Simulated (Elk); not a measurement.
# How HfB absorbs and reflects light

Aim: the dielectric function of HfB, and the optical constants that follow from it.

Main program and level: Elk 11.2.3 (patched build); DFT, PBE, all-electron APW+lo, Dirac cores, scalar-relativistic bands, independent-particle optical response without local fields.

## Step 1: The starting structure

The structure is cubic, space group Fm-3m (No. 225). The conventional cell has a = 4.620 Å, b = 4.620 Å, c = 4.620 Å, α = 90.00°, β = 90.00°, γ = 90.00°. Hf has 6 B at 2.31 Å nearest. Nearest to B lie 6 Hf at 2.31 Å. Farther neighbours are not listed.

## Step 2: Ground state

The self-consistent density comes first; it also tells whether there is a gap, which decides the occupations and the need for a Drude term.

This step: DFT, PBE, all-electron APW+lo, Dirac cores, scalar-relativistic bands, ground state (Elk 11.2.3 (patched build)).

Contents of elk.in:

```
tasks
  0
  120

xctype
  20

nempty
  10

lorbcnd
  .true.

rgkmax
  7.0

swidth
  0.0018375

maxscl
  100

epsengy
  1e-05

sppath
  './'

avec
  0.000000000000 4.365267347886 4.365267347886
  4.365267347886 0.000000000000 4.365267347886
  4.365267347886 4.365267347886 0.000000000000

atoms
  2
  'Hf.in'
  1
  0.500000000000 0.500000000000 0.500000000000   0.000 0.000 0.000
  'B.in'
  1
  0.000000000000 0.000000000000 0.000000000000   0.000 0.000 0.000

ngridk
  9 9 9
```

Started as:

```bash
$ OMP_NUM_THREADS=2 elk
```

Numbers of over 12 decimals in the logs are rounded to 6 here.

The program printed:

```text
┌─────────────────────────┐
│ Elk code version 11.2.3 │
└─────────────────────────┘

All units are atomic (Hartree, Bohr, etc.)

┌─────────────────────────────────────────────────┐
│ Ground-state run starting from atomic densities │
└─────────────────────────────────────────────────┘

Lattice vectors :
   0.000000000       4.365267348       4.365267348
   4.365267348       0.000000000       4.365267348
   4.365267348       4.365267348       0.000000000

Reciprocal lattice vectors :
 -0.7196793239      0.7196793239      0.7196793239
  0.7196793239     -0.7196793239      0.7196793239
  0.7196793239      0.7196793239     -0.7196793239

Unit cell volume      :    166.3652192
Brillouin zone volume :    1.490998026

Muffin-tin inner radius fraction :   0.1000000000E-01

Nuclei treated as point charges

Species : 1 (Hf)
 parameters loaded from : Hf.in
 name : hafnium
 nuclear charge    :   -72.00000000
 electronic charge :    72.00000000
 atomic mass :    325367.3659
 muffin-tin radius :    2.626684473
 number of radial points in muffin-tin :   1393
 inner part over the whole radius :   0.9890933932E-02
 number on inner part of muffin-tin    :    997
 approximate nuclear radius :   0.1000320365E-03
 number of mesh points to nuclear radius :    520
 atomic positions (lattice), magnetic fields (Cartesian) :
  1 :   0.00000000  0.00000000  0.00000000    0.00000000  0.00000000  0.00000000

Species : 2 (B)
 parameters loaded from : B.in
 name : boron
 nuclear charge    :   -5.000000000
 electronic charge :    5.000000000
 atomic mass :    19707.24742
 muffin-tin radius :    1.688582875
 number of radial points in muffin-tin :    593
 inner part over the whole radius :   0.9916348571E-02
 number on inner part of muffin-tin    :    404
 approximate nuclear radius :   0.4534157419E-04
 number of mesh points to nuclear radius :    162
 atomic positions (lattice), magnetic fields (Cartesian) :
  1 :   0.50000000  0.50000000  0.50000000    0.00000000  0.00000000  0.00000000

Total number of atoms per unit cell :    2
Total muffin-tin volume :    96.08000257
 ratio of muffin-tin to unit cell volume :   0.5775245755

Spin treatment :
 spin-unpolarised

Number of Bravais lattice symmetries :   48
Number of crystal symmetries         :   48
Crystal has inversion symmetry
Real symmetric eigensolver will be used

k-point grid :      9     9     9
k-point offset :    0.000000000       0.000000000       0.000000000
k-point set is reduced with full crystal symmetry group
Total number of k-points :       35

Muffin-tin radius times maximum |G+k| :    7.000000000
 using average radius
Maximum |G+k| for APW functions       :    3.244294935
Maximum (1/2)|G+k|²                   :    5.262724813
Maximum |G| for potential and density :    12.00000000
Constant for pseudocharge density :    8
 order of it for each species :   15  15
 order of it for pair densities of each species (exact exchange by exxq0 0: 15) :   14   4
Radial integration step length :    1

G-vector grid sizes :     24    24    24
Number of G-vectors :     4909

Maximum angular momentum used for
 APW functions            :    8
 outer part of muffin-tin :    6
 inner part of muffin-tin :    2

Total nuclear charge    :   -77.00000000
Total core charge       :    48.00000000
Total valence charge    :    29.00000000
Total excess charge     :    0.000000000
Total electronic charge :    77.00000000

Effective Wigner radius, rₛ :   0.8019754379

Number of empty states         :     20
Total number of valence states :     35
Total number of core states    :     48

Conduction state local-orbitals added automatically
Third-order local-orbitals added for an l without core states : F
Total number of local-orbitals :    129

Exchange-correlation functional :     20     0     0
 Perdew-Burke-Ernzerhof, Phys. Rev. Lett. 77, 3865 (1996)
 gradient requirement :    1
 generalised gradient approximation (GGA)

Smearing type :    3
 Fermi-Dirac
Smearing width :   0.1837500000E-02
Effective electronic temperature (K) :    580.2366081

Mixing type :    3
 Broyden mixing, J. Phys. A: Math. Gen. 17, L317 (1984)

Kohn-Sham potential initialised from atomic data

┌──────────────────────────────┐
│ Self-consistent loop started │
└──────────────────────────────┘

┌─────────────────┐
│ Loop number : 1 │
└─────────────────┘

Energies :
 Fermi                       :     0.221082
 sum of occupied eigenvalues :     -9240.7214020339
 electron kinetic            :      16907.818744377
 core electron kinetic       :      16371.587397486
 Coulomb                     :     -31717.036049179
 Coulomb potential           :     -25749.199084661
 nuclear-nuclear             :     -1412.6943646659
 electron-nuclear            :     -34887.189847702
 Hartree                     :      4582.8481631887
 Madelung                    :     -18842.436506849
 xc potential                :     -399.34106174989
 exchange                    :     -309.28191946516
 correlation                 :     -4.516300
 electron entropic           :    -0.34081027441717E-03
 total energy                :     -15123.015864734

Density of states at Fermi energy :    32.15623581
 (states/Hartree/unit cell)

Estimated indirect band gap :   0.1277089039E-02
 from k-point 16 to k-point 26
Estimated direct band gap   :   0.2745778447E-01
 at k-point 3

Charges :
 core                        :    48.00000000
 valence                     :    29.00000000
 interstitial                :    2.762528281
 muffin-tins (core leakage)
  species : 1 (Hf)
   atom 1                    :    70.06350236     (  0.1070002376E-05)
  species : 2 (B)
   atom 1                    :    4.173969362     (  0.1467474600E-03)
 total in muffin-tins        :    74.23747172
 total calculated charge     :    77.00040099
 total charge                :    77.00000000
 error                       :   0.4009918570E-03

┌─────────────────┐
│ Loop number : 2 │
└─────────────────┘

Energies :
 Fermi                       :     0.222618
 sum of occupied eigenvalues :     -9240.8152906905
 electron kinetic            :      16907.616646286
 core electron kinetic       :      16371.268408568
 Coulomb                     :     -31717.292126522
 Coulomb potential           :     -25748.934227355
 nuclear-nuclear             :     -1412.6943646659
 electron-nuclear            :     -34887.966446570
 Hartree                     :      4583.3686847140
 Madelung                    :     -18842.825012845
 xc potential                :     -399.49770962127
 exchange                    :     -309.29318774104
 correlation                 :     -4.516667
 electron entropic           :    -0.34026263797120E-03
 total energy                :     -15123.485675387

Density of states at Fermi energy :    32.19918454
 (states/Hartree/unit cell)

Estimated indirect band gap :   0.9367201758E-03
 from k-point 16 to k-point 26
Estimated direct band gap   :   0.2755441589E-01
 at k-point 3

Charges :
 core                        :    48.00000000
 valence                     :    29.00000000
 interstitial                :    2.762997077
 muffin-tins (core leakage)
  species : 1 (Hf)
   atom 1                    :    70.07194140     (  0.1066768043E-05)
  species : 2 (B)
   atom 1                    :    4.165061520     (  0.1469189179E-03)
 total in muffin-tins        :    74.23700292
 total calculated charge     :    77.00040395
 total charge                :    77.00000000
 error                       :   0.4039496544E-03

RMS change in Kohn-Sham potential (target) :    2.831675943     (  0.1000000000E-05)
Absolute change in total energy (target)   :   0.4698106529     (  0.1000000000E-04)

[... 14 loops left out ...]

┌──────────────────┐
│ Loop number : 17 │
└──────────────────┘

Energies :
 Fermi                       :     0.374330
 sum of occupied eigenvalues :     -9235.8637955580
 electron kinetic            :      16914.268733595
 core electron kinetic       :      16371.585314108
 Coulomb                     :     -31722.868643167
 Coulomb potential           :     -25739.327941389
 nuclear-nuclear             :     -1412.6943646659
 electron-nuclear            :     -34908.855731003
 Hartree                     :      4598.6814525019
 Madelung                    :     -18853.204672473
 xc potential                :     -410.80458776400
 exchange                    :     -309.57329216192
 correlation                 :     -4.529789
 electron entropic           :    -0.22491447981538E-03
 total energy                :     -15122.703215961

Density of states at Fermi energy :    19.66110404
 (states/Hartree/unit cell)

Estimated indirect band gap :   0.6260507332E-02
 from k-point 8 to k-point 16
Estimated direct band gap   :   0.2371485053E-01
 at k-point 26

Charges :
 core                        :    48.00000000
 valence                     :    29.00000000
 interstitial                :    2.759689765
 muffin-tins (core leakage)
  species : 1 (Hf)
   atom 1                    :    70.44415366     (  0.9750966399E-06)
  species : 2 (B)
   atom 1                    :    3.796156577     (  0.1517848849E-03)
 total in muffin-tins        :    74.24031023
 total calculated charge     :    77.00044252
 total charge                :    77.00000000
 error                       :   0.4425248349E-03

RMS change in Kohn-Sham potential (target) :   0.1399823245E-06 (  0.1000000000E-05)
Absolute change in total energy (target)   :   0.2520775524E-05 (  0.1000000000E-04)

Convergence targets achieved

┌──────────────────┐
│ Loop number : 18 │
└──────────────────┘

Energies :
 Fermi                       :     0.374330
 sum of occupied eigenvalues :     -9235.8637947800
 electron kinetic            :      16914.268734261
 core electron kinetic       :      16371.585314663
 Coulomb                     :     -31722.868642827
 Coulomb potential           :     -25739.327941312
 nuclear-nuclear             :     -1412.6943646659
 electron-nuclear            :     -34908.855730359
 Hartree                     :      4598.6814521981
 Madelung                    :     -18853.204672171
 xc potential                :     -410.80458772889
 exchange                    :     -309.57329215025
 correlation                 :     -4.529789
 electron entropic           :    -0.22491447145522E-03
 total energy                :     -15122.703214944

Density of states at Fermi energy :    19.66110344
 (states/Hartree/unit cell)

Estimated indirect band gap :   0.6260507324E-02
 from k-point 8 to k-point 16
Estimated direct band gap   :   0.2371485219E-01
 at k-point 26

Charges :
 core                        :    48.00000000
 valence                     :    29.00000000
 interstitial                :    2.759689794
 muffin-tins (core leakage)
  species : 1 (Hf)
   atom 1                    :    70.44415364     (  0.9750965688E-06)
  species : 2 (B)
   atom 1                    :    3.796156565     (  0.1517848871E-03)
 total in muffin-tins        :    74.24031021
 total calculated charge     :    77.00044252
 total charge                :    77.00000000
 error                       :   0.4425248128E-03

┌──────────────────────────────┐
│ Self-consistent loop stopped │
└──────────────────────────────┘

Warning : core states of species 2 leak from the muffin-tin :   0.1517848871E-03

Wrote STATE.OUT
```

Run time: 13 s. Hardware: 2 threads of Intel Xeon Platinum 8488C (Sapphire Rapids), shared host; peak memory 0.07 GiB.

Read-outs, printed or worked out from the files:

| Property | Result |
| --- | --- |
| total energy | -15123 Ha |
| Fermi energy | 10.19 eV |
| DOS at the Fermi level | 0.7225 states/eV/cell |

There are states at the Fermi level within the smearing, so the occupations stay smeared and the carriers get a Drude term.

## Step 3: Independent particles

With the density converged, the vertical transitions are summed over the zone.

This step: DFT, PBE, all-electron APW+lo, Dirac cores, scalar-relativistic bands, independent-particle optical response without local fields (Elk 11.2.3 (patched build)).

Edit elk.in of step 2 so:

```diff
@@ -1,4 +1,9 @@
 tasks
-  0
-  120
+  121
+
+optcomp
+  1 1
+
+intraband
+  .true.
 
@@ -17,9 +22,7 @@
 swidth
-  0.0018375
+  0.0110248
 
-maxscl
-  100
-
-epsengy
-  1e-05
+wplot
+  400 100 0
+  0.0 0.91873
```

Started as:

```bash
$ OMP_NUM_THREADS=2 elk
```

The program printed:

```text
┌─────────────────────────────────┐
│ Elk code version 11.2.3 started │
└─────────────────────────────────┘

Info(readinput): the functional depends on the density's gradient
 muffin-tin radial points multiplied by    2.00000
 (not where nrmtscf is given)

┌────────────────────┐
│ Current task : 121 │
└────────────────────┘
Info(checkmt): changed muffin-tin radius of species 1 (Hf) from   2.8000 to   2.6267
Info(checkmt): changed muffin-tin radius of species 2 (B) from   1.8000 to   1.6886

Info(findsymcrys): atomic basis shift (lattice) :
  0.5000000000      0.5000000000      0.5000000000
See GEOMETRY.OUT for new atomic positions

Info(dielectric):
 dielectric tensor written to EPSILON_ij.OUT
 optical conductivity written to SIGMA_ij.OUT
 plasma frequency written to PLASMA_ij.OUT
 for components
  i = 1, j = 1

┌──────────────────┐
│ Elk code stopped │
└──────────────────┘
```

Elapsed: 2.4 s, on 2 threads; peak memory 0.03 GiB.

This step gave:

| Item | Value |
| --- | --- |
| Drude plasma energy, first axis | 7.127 eV |

The Im ε, E ∥ x has structure finer than the step of the table below, so its rows give means over 0.5 eV, whole bins alone (the curve runs from 0.312 to 24.9 eV). Peaks (eV: height): 4.00: 10.2, 5.31: 8.29.

Sum at mesh points, not converged in k. Table of Im ε, E ∥ x by photon energy; means over each step:

| photon energy (eV) | Im ε, E ∥ x |
| --- | --- |
| 1.0 | 25.9 |
| 1.5 | 13.7 |
| 2.0 | 10.6 |
| 2.5 | 8.64 |
| 3.0 | 8.06 |
| 3.5 | 8.73 |
| 4.0 | 9.79 |
| 4.5 | 7.14 |
| 5.0 | 7.41 |
| 5.5 | 7.94 |
| 6.0 | 7.62 |
| 6.5 | 7.28 |
| 7.0 | 6.15 |
| 7.5 | 5.59 |
| 8.0 | 5.67 |
| 8.5 | 6.11 |
| 9.0 | 5.85 |
| 9.5 | 4.38 |
| 10.0 | 4.27 |
| 10.5 | 3.50 |
| 11.0 | 3.52 |
| 11.5 | 3.48 |
| 12.0 | 4.11 |
| 12.5 | 3.54 |
| 13.0 | 3.04 |
| 13.5 | 2.16 |
| 14.0 | 1.58 |
| 14.5 | 1.61 |
| 15.0 | 1.45 |
| 15.5 | 1.06 |
| 16.0 | 1.05 |
| 16.5 | 1.27 |
| 17.0 | 1.44 |
| 17.5 | 1.18 |
| 18.0 | 0.974 |
| 18.5 | 0.791 |
| 19.0 | 0.833 |
| 19.5 | 0.746 |
| 20.0 | 0.638 |
| 20.5 | 0.564 |
| 21.0 | 0.577 |
| 21.5 | 0.664 |
| 22.0 | 0.635 |
| 22.5 | 0.592 |
| 23.0 | 0.522 |
| 23.5 | 0.409 |
| 24.0 | 0.383 |
| 24.5 | 0.313 |

Values under 1 per cm are given as 1; sum at mesh points, not converged in k. The absorption coefficient, E ∥ x by photon energy:

| photon energy (eV) | absorption coefficient, E ∥ x (1/cm) |
| --- | --- |
| 1.00 | 6.2e5 |
| 2.00 | 5.6e5 |
| 3.00 | 5.4e5 |
| 4.00 | 8.3e5 |
| 5.00 | 8.1e5 |
| 6.00 | 1.1e6 |
| 7.00 | 1.2e6 |
| 8.00 | 1.3e6 |
| 9.00 | 1.8e6 |
| 10.00 | 1.7e6 |
| 11.00 | 1.6e6 |
| 12.00 | 1.9e6 |
| 13.00 | 2.2e6 |
| 14.00 | 1.9e6 |
| 15.00 | 1.8e6 |
| 16.00 | 1.3e6 |
| 17.00 | 1.7e6 |
| 18.00 | 1.6e6 |
| 19.00 | 1.4e6 |
| 20.00 | 1.2e6 |
| 21.00 | 9.3e5 |
| 22.00 | 1.0e6 |
| 23.00 | 1.0e6 |
| 24.00 | 7.3e5 |

The loss function −Im 1/ε at q → 0, E ∥ x has structure finer than the step of the table below, so its rows give means over 1 eV, whole bins alone (the curve runs from 0.312 to 24.9 eV). Peaks (eV: height): 15.9: 0.889, 20.4: 1.76, 23.2: 1.83.

Sum at mesh points, not converged in k. Loss function −Im 1/ε at q → 0, E ∥ x against energy loss; means over each step:

energy loss (eV), loss function −Im 1/ε at q → 0, E ∥ x and a bar:
```
        1       0.02 
        2       0.08 #
        3       0.11 ##
        4       0.11 ##
        5       0.13 ##
        6       0.13 ##
        7       0.16 ###
        8       0.17 ###
        9       0.17 ###
       10       0.23 ####
       11       0.28 #####
       12       0.25 ####
       13       0.25 ####
       14       0.37 #######
       15       0.48 #########
       16       0.81 ###############
       17       0.69 ############
       18       0.89 ################
       19       1.19 #####################
       20       1.55 ############################
       21       1.52 ###########################
       22       1.42 ##########################
       23       1.66 ##############################
       24       1.43 ##########################
```

Sum at mesh points, not converged in k. The reflectivity at normal incidence, E ∥ x by photon energy; read off at these points:

| photon energy (eV) | reflectivity at normal incidence, E ∥ x (%) |
| --- | --- |
| 0.50 | 90.4 |
| 1.00 | 83.1 |
| 1.50 | 67.0 |
| 2.00 | 52.5 |
| 2.50 | 40.9 |
| 3.00 | 34.2 |
| 3.50 | 34.6 |
| 4.00 | 39.2 |
| 4.19 | 40.0 |
| 4.50 | 33.8 |
| 5.00 | 31.8 |
| 5.50 | 35.1 |
| 6.00 | 34.1 |
| 6.44 | 37.7 |
| 6.50 | 37.6 |
| 7.00 | 34.3 |
| 7.50 | 31.2 |
| 8.00 | 31.0 |
| 8.50 | 33.3 |
| 9.00 | 40.0 |
| 9.12 | 40.5 |
| 9.50 | 35.4 |
| 10.00 | 35.4 |
| 10.50 | 33.5 |
| 11.00 | 29.4 |
| 11.50 | 28.6 |
| 12.00 | 32.0 |
| 12.50 | 37.8 |
| 13.00 | 42.4 |
| 13.50 | 45.3 |
| 13.75 | 46.2 |
| 14.00 | 44.8 |
| 14.50 | 33.6 |
| 15.00 | 39.3 |
| 15.25 | 39.9 |
| 15.50 | 38.3 |
| 16.00 | 24.6 |
| 16.50 | 19.8 |
| 17.00 | 25.4 |
| 17.50 | 27.8 |
| 18.00 | 31.5 |
| 18.50 | 25.1 |
| 19.00 | 22.0 |
| 19.50 | 22.4 |
| 20.00 | 21.4 |
| 20.50 | 15.9 |
| 21.00 | 10.9 |
| 21.50 | 11.3 |
| 22.00 | 10.3 |
| 22.50 | 11.5 |
| 23.00 | 12.6 |
| 23.50 | 9.18 |
| 24.00 | 7.53 |
| 24.50 | 4.93 |

Optical constants at common wavelengths, from n + ik = √ε:

| wavelength (nm) | n | k | R (%) | 1/α |
| --- | --- | --- | --- | --- |
| 1550 | 2.44 | 7.714 | 86.3 | 16 nm |
| 1064 | 1.76 | 5.109 | 79.1 | 17 nm |
| 633 | 1.96 | 2.822 | 53.2 | 18 nm |
| 450 | 2.12 | 1.853 | 35.6 | 19 nm |
| 405 | 2.32 | 1.745 | 34.0 | 18 nm |
| 365 | 2.46 | 1.750 | 34.5 | 17 nm |
| 248 | 2.34 | 1.601 | 31.8 | 12 nm |

A polished face would reflect 46 % of daylight and look faintly yellow (CIE x = 0.343, y = 0.353 under D65).

## Step 4: Results

```
Drude plasma energy, first axis : 7.13 eV
```

What this shows: At this level (PBE, independent particles) HfB is a metal with a Drude plasma energy of 7.1 eV. The mesh is too coarse to trust the carriers' weight, the reflectivity or the colour to better than tens of per cent. Along x the bare Drude plasma energy is 7.1 eV; Re ε first rises through zero at 2.59 eV, far lower, because interband transitions screen the carriers. Im ε is 8.4 there, so the loss peak at that energy is weak. A polished face would reflect 46 % of daylight and look faintly yellow (CIE x = 0.343, y = 0.353 under D65). The carriers' damping of 0.3 eV is typed, not computed; at 0.8 eV the carriers give 69 % of Im ε along the first axis; the rest comes from the sum over bands, which at low energy also holds close bands and the noise of the mesh. Spin-orbit coupling is left out although heavy atoms are present. The sum runs over mesh points 0.26 Å⁻¹ apart with no interpolation, so peaks are partly noise of the mesh, and the Drude plasma energy, a sum over the Fermi surface, isn't converged. Besides steps told in other documents, this task had 4 runs with a known fault of program or setting; those not told in a step above aren't shown.

[Machine, clock and banner lines and Python warnings are left out of the logs.]

[Logs are printed without paths, hosts, clocks, repeated set-up lines and the standing remarks that a program may print on its own settings, such as how far it seeks lower states.]

[Hosts, paths, dates, database ids (printed as entryN), source tags and the programs' standing remarks are cut or masked in the printed files.]
